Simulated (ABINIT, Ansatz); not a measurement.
## BaSi3 (Fm-3m): zone-centre phonons

Aim: the zone-centre modes of BaSi3 (Fm-3m).

Method: DFT PBEsol, scalar-relativistic, plane waves, PseudoDojo norm-conserving pseudopotentials, in ABINIT 10.8.3.

The structure was built from a prototype and need not be the compound's stable phase.

### Step 1. Set-up

It takes space group Fm-3m (No. 225, cubic). The conventional cell has a = 6.994 Å, b = 6.994 Å, c = 6.994 Å, α = 90.00°, β = 90.00°, γ = 90.00°. Ba has 14 Si at 3.03 to 3.50 Å nearest. Nearest to Si lie 8 Si at 3.03 Å and 6 Ba at 3.50 Å. Nearest to Si lie 4 Si at 3.03 Å and 4 Ba at 3.03 Å. Farther neighbours are not listed.

### Step 2. Relaxation

The harmonic expansion needs vanishing forces, and a free crystal bears no stress, so cell and atoms are brought to rest. Stress is more sensitive to the basis than forces are: the last 3 Ha under the cutoff are smoothed with ecutsm, and the cutoff is raised above that of the later runs.

The starting cell comes from a relaxation made beforehand in Ansatz (PBEsol, PseudoDojo NC).

File relax.abi:

```
# relaxation
ionmov 2
optcell 2
dilatmx 1.08
ntime 40
tolmxf 1.0d-05
tolvrs 1.0d-14
prtwf 0
prtden 0
chksymtnons 0

# basis, mesh and filling
ecut 28.0
ecutsm 3.0
ngkpt 8 8 8
nshiftk 1
shiftk 0.0 0.0 0.0
istwfk *1
occopt 7
tsmear 0.01
nband 18
nstep 100
diemac 1000000.0
prtebands 0
prtgsr 0
useylm 1

# cell and atoms
acell 9.345091291 9.345091291 9.345091291
rprim 
    -0.7071067812 0.0 0.7071067812
    0.0 0.7071067812 0.7071067812
    -0.7071067812 0.7071067812 0.0
ntypat 2
znucl 56 14
natom 4
typat 1 2 2 2
xred 
    0.0 0.0 0.0
    0.5 0.5 0.5
    0.75 0.75 0.75
    0.25 0.25 0.25
pp_dirpath "./pseudo"
pseudos "Ba.upf, Si.upf"
```

Launch:

```console
> OMP_NUM_THREADS=1 mpirun -n 4 abinit relax.abi > relax.log
```

Numbers of over 12 decimals in the logs are rounded to 6 here.

relax.abo, the main output file:

```text
[banners, grids, parts of the stress and lines that vanish by symmetry left out]
- input  file    -> relax.abi
- output file    -> relax.abo
- root for input  files -> relaxi
[...]
Symmetries : space group Fm -3 m (#225); Bravais cF (face-center cubic)
[...]
mpw =        5168          nfft =      125000          nkpt =          29
[...]
== DATASET  1 ==================================================================
[...]
cutoff_energies: {ecut:  28.0, pawecutdg:  -1.0, }
[...]
ETOT  1  -40.706184809988    -4.071E+01 5.770E-02 4.707E+01
 ETOT  2  -40.724380020629    -1.820E-02 9.616E-03 4.254E+00
 ETOT  3  -40.724854415808    -4.744E-04 1.051E-03 9.405E-02
 ETOT  4  -40.724864725174    -1.031E-05 5.040E-04 4.666E-04
 ETOT  5  -40.724864762637    -3.746E-08 2.885E-04 5.239E-06
[...]
At SCF step   10       vres2   =  1.38E-16 < tolvrs=  1.00E-14 =>converged.
[...]
sigma(1 1)= -3.11830322E-05  sigma(3 2)=  0.00000000E+00
  sigma(2 2)= -3.11830322E-05  sigma(3 1)=  0.00000000E+00
  sigma(3 3)= -3.11830322E-05  sigma(2 1)=  0.00000000E+00
[...]
convergence: {deltae: -1.634E-13, res2:  1.375E-16, residm:  5.145E-05, diffor: null, }
etotal    :  -4.07248648E+01
[...]
ETOT  1  -40.724894482242    -4.072E+01 2.727E-05 2.132E-01
[...]
At SCF step    9       vres2   =  1.01E-16 < tolvrs=  1.00E-14 =>converged.
[...]
sigma(1 1)= -2.60603078E-05  sigma(3 2)=  0.00000000E+00
  sigma(2 2)= -2.60603078E-05  sigma(3 1)=  0.00000000E+00
  sigma(3 3)= -2.60603078E-05  sigma(2 1)=  0.00000000E+00
[...]
convergence: {deltae:  1.350E-13, res2:  1.012E-16, residm:  8.580E-06, diffor: null, }
etotal    :  -4.07249112E+01
[...]
ETOT  1  -40.724575480782    -4.072E+01 1.350E-05 5.716E+00
[...]
At SCF step    9       vres2   =  3.22E-15 < tolvrs=  1.00E-14 =>converged.
[...]
sigma(1 1)= -5.53918301E-07  sigma(3 2)=  0.00000000E+00
  sigma(2 2)= -5.53918301E-07  sigma(3 1)=  0.00000000E+00
  sigma(3 3)= -5.53918301E-07  sigma(2 1)=  0.00000000E+00
[...]
convergence: {deltae:  7.958E-13, res2:  3.217E-15, residm:  1.437E-06, diffor: null, }
etotal    :  -4.07250221E+01
[...]
ETOT  1  -40.725021928840    -4.073E+01 1.473E-06 2.770E-03
[...]
ETOT  7  -40.725022146357     8.455E-13 9.558E-07 1.720E-14
 ETOT  8  -40.725022146357    -1.421E-14 1.504E-06 3.993E-16
 At SCF step    8       vres2   =  3.99E-16 < tolvrs=  1.00E-14 =>converged.
[...]
sigma(1 1)= -1.03822134E-08  sigma(3 2)=  0.00000000E+00
  sigma(2 2)= -1.03822134E-08  sigma(3 1)=  0.00000000E+00
  sigma(3 3)= -1.03822134E-08  sigma(2 1)=  0.00000000E+00
[...]
convergence: {deltae: -1.421E-14, res2:  3.993E-16, residm:  1.504E-06, diffor: null, }
etotal    :  -4.07250221E+01
[...]
At Broyd/MD step   4, gradients are converged :
[...]
sigma(1 1)= -1.03822134E-08  sigma(3 2)=  0.00000000E+00
  sigma(2 2)= -1.03822134E-08  sigma(3 1)=  0.00000000E+00
  sigma(3 3)= -1.03822134E-08  sigma(2 1)=  0.00000000E+00
[...]
- sigma(1 1)= -3.05455265E-04  sigma(3 2)=  0.00000000E+00
- sigma(2 2)= -3.05455265E-04  sigma(3 1)=  0.00000000E+00
- sigma(3 3)= -3.05455265E-04  sigma(2 1)=  0.00000000E+00
[...]
fcart     -0.0000000000E+00 -0.0000000000E+00 -0.0000000000E+00
           strten     -1.0382213444E-08 -1.0382213441E-08 -1.0382213444E-08
================================================================================

[key lines of the parts left out:]
pressure_GPa:   3.0546E-04
Total energy (etotal) [Ha]= -4.07250221463567E+01
```

Wall time 1.9 min (4 MPI ranks of Arm Neoverse V1, shared host); 7.6 min of CPU time.

Step by step:

```tsv
step	energy less that of the first step (eV)	largest force (eV/Å)	volume (Å³)
1	0.0000	0.0000	85.51
2	-0.0013	0.0000	85.75
3	-0.0043	0.0000	87.00
4	-0.0043	0.0000	87.03
```

```tsv
conventional cell, symmetrised	before	after	change
a (Å)	6.994	7.035	+0.6 %
b (Å)	6.994	7.035	+0.6 %
c (Å)	6.994	7.035	+0.6 %
volume (Å³/atom)	21.38	21.76	+1.8 %
```

The relaxed structure:

```cif
data_structure
_symmetry_space_group_name_H-M 'P 1'
_symmetry_Int_Tables_number 1
_cell_length_a 4.9743
_cell_length_b 4.9743
_cell_length_c 4.9743
_cell_angle_alpha 60.000
_cell_angle_beta 60.000
_cell_angle_gamma 60.000
_cell_volume 87.03
loop_
_atom_site_label
_atom_site_type_symbol
_atom_site_fract_x
_atom_site_fract_y
_atom_site_fract_z
_atom_site_occupancy
Ba1 Ba 0.00000 0.00000 0.00000 1
Si2 Si 0.50000 0.50000 0.50000 1
Si3 Si 0.75000 0.75000 0.75000 1
Si4 Si 0.25000 0.25000 0.25000 1
```

Read from the output:

```yaml
volume_per_atom: 21.76 Å³
pressure: 3.05e-4 GPa
gap_on_the_k_mesh: 0 eV
```

The volume changes by +1.8 % from the cell with which this run began.

### Step 3. Ground state

First-order wavefunctions inherit every error of the ground state, hence the very tight tolvrs. Occupations are smeared.

File gs.abi:

```
# ground state
tolvrs 1.0d-16
prtden 1
prtwf 1

# basis, mesh and filling
ecut 21.5
ngkpt 8 8 8
nshiftk 1
shiftk 0.0 0.0 0.0
istwfk *1
occopt 7
tsmear 0.01
nband 18
nstep 100
diemac 1000000.0
prtebands 0
prtgsr 0
useylm 1

# cell and atoms
acell 9.400075804 9.400075804 9.400075804
rprim 
    -0.7071067812 0.0 0.7071067812
    0.0 0.7071067812 0.7071067812
    -0.7071067812 0.7071067812 0.0
ntypat 2
znucl 56 14
natom 4
typat 1 2 2 2
xred 
    0.0 0.0 0.0
    0.5 0.5 0.5
    0.75 0.75 0.75
    0.25 0.25 0.25
pp_dirpath "./pseudo"
pseudos "Ba.upf, Si.upf"
```

Launch:

```console
> OMP_NUM_THREADS=1 mpirun -n 4 abinit gs.abi > gs.log
```

gs.abo, the main output file:

```text
[banners, grids, parts of the stress and lines that vanish by symmetry left out]
- input  file    -> gs.abi
- output file    -> gs.abo
- root for input  files -> gsi
[...]
Symmetries : space group Fm -3 m (#225); Bravais cF (face-center cubic)
[...]
mpw =        2826          nfft =       64000          nkpt =          29
[...]
== DATASET  1 ==================================================================
[...]
cutoff_energies: {ecut:  21.5, pawecutdg:  -1.0, }
[...]
ETOT  1  -40.706670916620    -4.071E+01 2.495E-02 2.495E+01
 ETOT  2  -40.724415783141    -1.774E-02 3.112E-03 2.586E+00
 ETOT  3  -40.724991286798    -5.755E-04 1.135E-03 4.924E-02
 ETOT  4  -40.725001730236    -1.044E-05 5.870E-04 2.346E-04
 ETOT  5  -40.725001764555    -3.432E-08 3.181E-04 2.592E-06
[...]
ETOT 10  -40.725001765048     1.137E-13 4.026E-05 1.049E-16
 ETOT 11  -40.725001765048     2.274E-13 4.461E-05 1.572E-18
 At SCF step   11       vres2   =  1.57E-18 < tolvrs=  1.00E-16 =>converged.
[...]
sigma(1 1)=  2.25763499E-07  sigma(3 2)=  0.00000000E+00
  sigma(2 2)=  2.25763499E-07  sigma(3 1)=  0.00000000E+00
  sigma(3 3)=  2.25763499E-07  sigma(2 1)=  0.00000000E+00
[...]
convergence: {deltae:  2.274E-13, res2:  1.572E-18, residm:  4.461E-05, diffor: null, }
etotal    :  -4.07250018E+01
[...]
sigma(1 1)=  2.25763499E-07  sigma(3 2)=  0.00000000E+00
  sigma(2 2)=  2.25763499E-07  sigma(3 1)=  0.00000000E+00
  sigma(3 3)=  2.25763499E-07  sigma(2 1)=  0.00000000E+00
[...]
- sigma(1 1)=  6.64219146E-03  sigma(3 2)=  0.00000000E+00
- sigma(2 2)=  6.64219146E-03  sigma(3 1)=  0.00000000E+00
- sigma(3 3)=  6.64219146E-03  sigma(2 1)=  0.00000000E+00
[...]
fcart      1.2659390575E-30 -0.0000000000E+00 -2.1895288505E-47
           strten      2.2576349905E-07  2.2576349905E-07  2.2576349905E-07
================================================================================

[key lines of the parts left out:]
pressure_GPa:  -6.6422E-03
```

Elapsed: 19 s, on 4 MPI ranks; 77 s of CPU time.

This step gave:

| Quantity | Value |
| --- | --- |
| pressure | -0.006642 GPa |

The cell stands at -0.0066 GPa, close enough for phonons.

[end of part 1 of 4]

[Host names and launcher messages were left out of these logs when they were recorded.]

[Logs are printed without paths, hosts, clocks, repeated set-up lines and the standing remarks that a program may print on its own settings, such as how far it seeks lower states.]

[Hosts, paths, dates, database ids (printed as entryN), source tags and the programs' standing remarks are cut or masked in the printed files.]
